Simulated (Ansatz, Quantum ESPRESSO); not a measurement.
# Nb(110), 5 layers against a metal electrode: the electrode's level over the Fermi level at a withheld member of a series

How the rows were computed: Quantum ESPRESSO 7.5, PBE, GBRV ultrasoft. The slab is relaxed neutral, then held. ESM with bc3: vacuum below and a metal electrode about 6 Å above the top atoms. Cold smearing of 0.02 Ry. Charges are set per cell from the starting area. The slabs take the lattice constants of the bulk relaxed by the same program. The series steps the charge of the slab (positive: electrons removed).

```
charge of the slab  electrode's level over the Fermi level (eV)
     1 ×10¹³ e/cm²                                        5.286
     2 ×10¹³ e/cm²                                        6.009
     3 ×10¹³ e/cm²                                        6.740
   4.5 ×10¹³ e/cm²                                        7.847
     6 ×10¹³ e/cm²                                        8.967
     8 ×10¹³ e/cm²                                       10.477
```

**Question.** What is the electrode's level over the Fermi level at 7 ×10¹³ e/cm²?

By hand: The rows at 6 ×10¹³ e/cm² and 8 ×10¹³ e/cm² give a slope of (10.477 − (8.967))/(8 − (6)) = 0.755, so a straight line gives 9.722 eV. A parabola through these and the row at 4.5 ×10¹³ e/cm² gives 9.720 eV.

**The withheld run.** 9.719 eV. The line misses by +0.003 and the parabola by +0.001 eV. Both misses are under 5 % of the step from the nearer row.

Caveats: Vacuum fills the gap; ions don't answer the charge; added electrons can spill towards the electrode at the most negative charges. Members without a usable value, or on the other side of zero field or charge, are not listed.

[Logs are printed without paths, hosts, clocks, repeated set-up lines and the standing remarks that a program may print on its own settings, such as how far it seeks lower states.]
